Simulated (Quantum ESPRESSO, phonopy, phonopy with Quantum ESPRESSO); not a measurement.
# Al (Fm-3m): a volume series of phonon spectra, part 2 of 2

Wanted: mode Grüneisen parameters of Al and a free-energy fit over volumes.

Experimental results on record:
- volume expansion coefficient 69 1e-6/K and heat capacity C_P per formula unit 24.2 J/mol/K near room temperature (given in “High-Throughput Prediction of Finite-Temperature Properties using the Quasi-Harmonic Approximation”, 2016, arXiv:1603.06924)

Quantum ESPRESSO 7.5; DFT PBE, scalar-relativistic, plane waves, GBRV ultrasoft pseudopotentials.

So far. Step 15 (Lattice dynamics at this volume, V/V0 1.03): The time given is that of the one pw.x run on a displaced cell behind this step. Step 16 (Ground state at this cell, V/V0 0.97): The run ends at a pressure of 2.53 GPa.

## 17. A displaced supercell

System of this step: Al. Symmetry: Imm2, No. 44, orthorhombic system. Conventional cell: a = 8.485 Å, b = 11.999 Å, c = 8.485 Å, α = 90.00°, β = 90.00°, γ = 90.00°. Nearest to Al lie 12 Al at 2.81 to 2.85 Å. Al has 12 Al at 2.81 to 2.83 Å nearest. Nearest to Al lie 12 Al at 2.83 to 2.85 Å. Al has 12 Al at 2.82 to 2.83 Å nearest. Nearest to Al lie 12 Al at 2.83 Å. Nearest to Al lie 12 Al at 2.83 to 2.84 Å.

disp-00001.in reads:

```
&CONTROL
  calculation = 'scf'
  prefix      = 'x'
  outdir      = './tmp'
  pseudo_dir  = './pseudo'
  tprnfor     = .true.
  disk_io     = 'none'
/
&SYSTEM
  ibrav       = 0
  nat         = 27
  ntyp        = 1
  ecutwfc     = 40.0
  ecutrho     = 240.0
  occupations = 'smearing'
  smearing    = 'mv'
  degauss     = 0.02
/
&ELECTRONS
  conv_thr         = 1.0d-11
  mixing_beta      = 0.7
  electron_maxstep = 100
/
ATOMIC_SPECIES
 Al     26.9815  Al.upf
CELL_PARAMETERS angstrom
     0.000000000    5.999652311    5.999652311
     5.999652311    0.000000000    5.999652311
     5.999652311    5.999652311    0.000000000
ATOMIC_POSITIONS crystal
 Al     0.002357159   0.000000000   0.000000000
 Al     0.333333333   0.000000000   0.000000000
 Al     0.666666667   0.000000000   0.000000000
 Al     0.000000000   0.333333333   0.000000000
 Al     0.333333333   0.333333333   0.000000000
 Al     0.666666667   0.333333333   0.000000000
 Al     0.000000000   0.666666667   0.000000000
 Al     0.333333333   0.666666667   0.000000000
[... 15 atom lines left out ...]
 Al     0.666666667   0.333333333   0.666666667
 Al     0.000000000   0.666666667   0.666666667
 Al     0.333333333   0.666666667   0.666666667
 Al     0.666666667   0.666666667   0.666666667
K_POINTS automatic
 5 5 5 0 0 0
```

On the command line:

```
> OMP_NUM_THREADS=1 mpirun -n 4 pw.x -nk 4 -in disp-00001.in > disp-00001.out
```

The job ended after 83 s (4 MPI ranks of AMD EPYC 9R45, shared host).

## 18. Phonons, V/V0 0.97

This step: DFT PBE, scalar-relativistic, plane waves, GBRV ultrasoft pseudopotentials (phonopy with Quantum ESPRESSO 4.10.0 / 7.5).

The job ended after 83 s (4 threads; 5.5 min of CPU time).

No mode is imaginary beyond numerical noise along the path.

The time given is that of the one pw.x run on a displaced cell behind this step.

## 19. Self-consistent run, V/V0 1.05

This step: DFT PBE, scalar-relativistic, plane waves, GBRV ultrasoft pseudopotentials (Quantum ESPRESSO 7.5).

System of this step: Al. The structure is cubic, space group Fm-3m (No. 225). The conventional cell has a = 4.107 Å, b = 4.107 Å, c = 4.107 Å, α = 90.00°, β = 90.00°, γ = 90.00°. Al has 12 Al at 2.90 Å nearest.

scf.in reads:

```
&CONTROL
  calculation = 'scf'
  prefix      = 'x'
  outdir      = './tmp'
  pseudo_dir  = './pseudo'
  tprnfor     = .true.
  tstress     = .true.
/
&SYSTEM
  ibrav       = 0
  nat         = 1
  ntyp        = 1
  ecutwfc     = 40.0
  ecutrho     = 240.0
  occupations = 'smearing'
  smearing    = 'mv'
  degauss     = 0.02
/
&ELECTRONS
  conv_thr         = 1.0d-12
  mixing_beta      = 0.7
  electron_maxstep = 100
/
ATOMIC_SPECIES
 Al     26.9815  Al.upf
CELL_PARAMETERS angstrom
     0.000000000    2.053417931    2.053417931
     2.053417931    0.000000000    2.053417931
     2.053417931    2.053417931    0.000000000
ATOMIC_POSITIONS crystal
 Al     0.000000000   0.000000000   0.000000000
K_POINTS automatic
 16 16 16 0 0 0
```

On the command line:

```
> OMP_NUM_THREADS=1 mpirun -n 4 pw.x -nk 4 -in scf.in > scf.out
```

Run time: 1.9 s. Hardware: 4 MPI ranks; 6.6 s of CPU time.

The run ends at a pressure of -3.37 GPa.

## 20. Forces on a displaced cell

System of this step: Al. The structure is orthorhombic, space group Imm2 (No. 44). Conventional cell: a = 8.712 Å, b = 12.321 Å, c = 8.712 Å, α = 90.00°, β = 90.00°, γ = 90.00°. Al has 12 Al at 2.88 to 2.92 Å nearest. Nearest to Al lie 12 Al at 2.88 to 2.90 Å. Nearest to Al lie 12 Al at 2.90 to 2.92 Å. Nearest to Al lie 12 Al at 2.89 to 2.90 Å. Al has 12 Al at 2.90 Å nearest. Nearest to Al lie 12 Al at 2.90 to 2.91 Å.

Changes to disp-00001.in since step 17:

```diff
@@ -26,7 +26,7 @@
 CELL_PARAMETERS angstrom
-     0.000000000    5.999652311    5.999652311
-     5.999652311    0.000000000    5.999652311
-     5.999652311    5.999652311    0.000000000
+     0.000000000    6.160253792    6.160253792
+     6.160253792    0.000000000    6.160253792
+     6.160253792    6.160253792    0.000000000
 ATOMIC_POSITIONS crystal
- Al     0.002357159   0.000000000   0.000000000
+ Al     0.002295707   0.000000000   0.000000000
  Al     0.333333333   0.000000000   0.000000000
```

On the command line:

```
> OMP_NUM_THREADS=1 mpirun -n 4 pw.x -nk 4 -in disp-00001.in > disp-00001.out
```

Run time: 1.8 min. Hardware: 4 MPI ranks.

## 21. Lattice dynamics at this volume, V/V0 1.05

This step: DFT PBE, scalar-relativistic, plane waves, GBRV ultrasoft pseudopotentials (phonopy with Quantum ESPRESSO 4.10.0 / 7.5).

It took 1.8 min on 4 threads; 7.3 min of CPU time.

No mode is imaginary beyond numerical noise along the path.

The time given is that of the one pw.x run on a displaced cell behind this step.

## 22. How the modes move with volume

This step: DFT PBE, scalar-relativistic, plane waves, GBRV ultrasoft pseudopotentials (phonopy 4.10.0).

Numbers from this step:

| Item | Value |
| --- | --- |
| share of modes with a negative Grüneisen parameter | 0 |

Mean Grüneisen, by row:

| T (K) | heat-capacity-weighted mean | root mean square |
| --- | --- | --- |
| 50 | 2.279 | 2.287 |
| 100 | 2.205 | 2.213 |
| 200 | 2.177 | 2.184 |
| 300 | 2.17 | 2.177 |
| 500 | 2.167 | 2.174 |
| 800 | 2.166 | 2.172 |

Table of mean mode Grueneisen parameter by wavenumber:

| wavenumber (cm⁻¹) | mean mode Grueneisen parameter |
| --- | --- |
| 5 | - |
| 16 | - |
| 38 | 2.66 |
| 49 | 2.58 |
| 70 | 2.55 |
| 81 | 2.47 |
| 92 | 2.44 |
| 114 | 2.39 |
| 125 | 2.29 |
| 136 | 2.29 |
| 157 | 2.16 |
| 168 | 2.16 |
| 190 | 2.28 |
| 201 | 2.2 |
| 212 | 2.15 |
| 233 | 2.11 |
| 244 | 2.08 |
| 255 | 2.06 |
| 277 | 2.03 |
| 288 | 2.04 |
| 309 | 2 |
| 320 | 1.95 |

Volume series, by row:

| V/V0 | V (Å³/atom) | pressure (GPa) | E - E0 (meV/atom) | gap (eV) | zero-point energy (meV/atom) | lowest on the path (cm⁻¹) | highest at Gamma without the LO-TO term (cm⁻¹) |
| --- | --- | --- | --- | --- | --- | --- | --- |
| 0.97 | 16 | 2.534 | 3.806 | 0 | 40.96 | 0 | - |
| 0.985 | 16.24 | 1.214 | 0.926 | 0 | 39.7 | 0 | - |
| 1 | 16.49 | 0.001 | 0 | 0 | 38.47 | 0 | - |
| 1.015 | 16.74 | -1.114 | 0.872 | 0 | 37.24 | 0 | - |
| 1.03 | 16.99 | -2.138 | 3.394 | 0 | 36.05 | 0 | - |
| 1.05 | 17.32 | -3.373 | 9.091 | 0 | 34.48 | 0 | - |

Grüneisen at points, by row:

| point | branch | frequency (cm⁻¹) | mode Grüneisen parameter |
| --- | --- | --- | --- |
| X | 1 | 190.9 | 2.58 |
| X | 3 | 312.6 | 2.11 |
| U | 1 | 185.1 | 2.28 |
| U | 2 | 249.1 | 2.16 |
| U | 3 | 286.2 | 2.06 |
| K | 1 | 185.1 | 2.28 |
| K | 2 | 249.1 | 2.16 |
| K | 3 | 286.2 | 2.06 |
| L | 1 | 153.1 | 1.94 |
| L | 3 | 326.2 | 1.93 |
| W | 1 | 211.9 | 2.2 |
| W | 2 | 262.8 | 2.09 |

## 23. Free-energy fit

This step gave:

```
volume expansion coefficient at 300 K : 76.37 1e-6/K
isothermal bulk modulus at 300 K      : 67.76 GPa
C_P at 300 K                          : 24.27 J/mol-atom/K
Grüneisen parameter at 300 K          : 2.286
```

Table of energy (each curve on its own zero) by volume; values in meV/atom:

| volume (Å³/atom) | static | F at 0 K | F at 300 K | F at 950 K |
| --- | --- | --- | --- | --- |
| 15.997 | 3.81 | 6.94 | 10.8 | 24.3 |
| 16.245 | 0.93 | 2.81 | 5.21 | 13.6 |
| 16.492 | 0 | 0.65 | 1.59 | 4.74 |
| 16.739 | 0.87 | 0.3 | -0.31 | -2.56 |
| 16.987 | 3.39 | 1.63 | -0.56 | -8.24 |
| 17.317 | 9.09 | 5.76 | 1.39 | -13.7 |

Phonopy-qha, vinet fit of F(V) at each temperature; no electronic free energy. Qha vinet, by row:

| T (K) | fitted volume (Å³/atom) | alpha_V (1e-6/K) | B_T (GPa) | C_P (J/mol-atom/K) | Grueneisen |
| --- | --- | --- | --- | --- | --- |
| 75 | 16.68 | 27.3 | 74.14 | 8.906 | 2.249 |
| 100 | 16.69 | 39.86 | 73.6 | 13.21 | 2.233 |
| 125 | 16.71 | 49.41 | 72.97 | 16.39 | 2.237 |
| 150 | 16.73 | 56.44 | 72.28 | 18.66 | 2.243 |
| 175 | 16.76 | 61.72 | 71.55 | 20.3 | 2.249 |
| 200 | 16.78 | 65.81 | 70.81 | 21.51 | 2.256 |
| 225 | 16.81 | 69.1 | 70.06 | 22.44 | 2.263 |
| 250 | 16.84 | 71.86 | 69.3 | 23.17 | 2.27 |
| 275 | 16.87 | 74.25 | 68.53 | 23.77 | 2.278 |
| 300 | 16.9 | 76.37 | 67.76 | 24.27 | 2.286 |
| 325 | 16.94 | 78.31 | 66.99 | 24.71 | 2.294 |
| 350 | 16.97 | 80.12 | 66.22 | 25.09 | 2.302 |
| 375 | 17 | 81.83 | 65.44 | 25.43 | 2.311 |
| 400 | 17.04 | 83.48 | 64.67 | 25.75 | 2.319 |
| 425 | 17.08 | 85.08 | 63.89 | 26.04 | 2.328 |
| 450 | 17.11 | 86.65 | 63.12 | 26.32 | 2.337 |

Table of volume expansion coefficient, phonopy-qha, Vinet by temperature:

| temperature (K) | volume expansion coefficient, phonopy-qha, Vinet (1e-6/K) |
| --- | --- |
| 75 | 27.3 |
| 100 | 39.9 |
| 125 | 49.4 |
| 150 | 56.4 |
| 175 | 61.7 |
| 200 | 65.8 |
| 225 | 69.1 |
| 250 | 71.9 |
| 275 | 74.2 |
| 300 | 76.4 |
| 325 | 78.3 |
| 350 | 80.1 |
| 375 | 81.8 |
| 400 | 83.5 |
| 425 | 85.1 |
| 450 | 86.7 |

The fit gives a volume expansion of 76.4 × 10⁻⁶/K at 300 K.

## 24. What came out

```yaml
volume_expansion_coefficient_at_300_k: 76.37 1e-6/K
isothermal_bulk_modulus_at_300_k: 67.76 GPa
c_p_at_300_k: 24.27 J/mol-atom/K
grueneisen_parameter_at_300_k: 2.286
mean_mode_grueneisen_parameter_at_300_k: 2.17
```

Near room temperature Al expands by 76.4 × 10⁻⁶/K in volume by PBE, with C_P = 24.3 J/(mol K) per mole of atoms and B_T = 67.8 GPa. The q-mesh is coarse, and the expansion can converge slowly with it. The table stops at 450 K because beyond it the fitted volume comes within 1 % of the largest computed cell, where the fit loses its support. C_P at room temperature is 97 % of the classical 3R an atom. A measured volume expansion coefficient near room temperature is 69 1e-6/K (arXiv:1603.06924); the calculated 76.4 1e-6/K differs by +11 %. A measured heat capacity per formula unit near room temperature is 24.2 J/mol/K (arXiv:1603.06924); the calculated 24.3 J/mol/K agrees within half a per cent. The fit leaves out the electrons' free energy, which adds to C_P and to the expansion of a metal at high temperature. The heat-capacity-weighted Grüneisen parameter goes from 2.28 at 50 K to 2.17 at 800 K. Weighting γ by the density of states and each mode's heat capacity at 300 K, modes below 110 cm⁻¹ give about 7 % of the sum of γC that drives the expansion, those up to 220 cm⁻¹ 58 % and the rest 35 %. Among the labelled points γ is largest for branch 1 at X (191 cm⁻¹, 2.6) and smallest for branch 3 at L (326 cm⁻¹, 1.9). The supercell is small: only its own wavevectors are exact, and branches between them are interpolated and can be misplaced.

[Logs are printed without paths, hosts, clocks, repeated set-up lines and the standing remarks that a program may print on its own settings, such as how far it seeks lower states.]

[Hosts, paths, dates, database ids (printed as entryN), source tags and the programs' standing remarks are cut or masked in the printed files.]

[A step with changed settings may run another functional than the one named; its input shows which.]

[Of the runs on displaced cells, only some may be shown.]
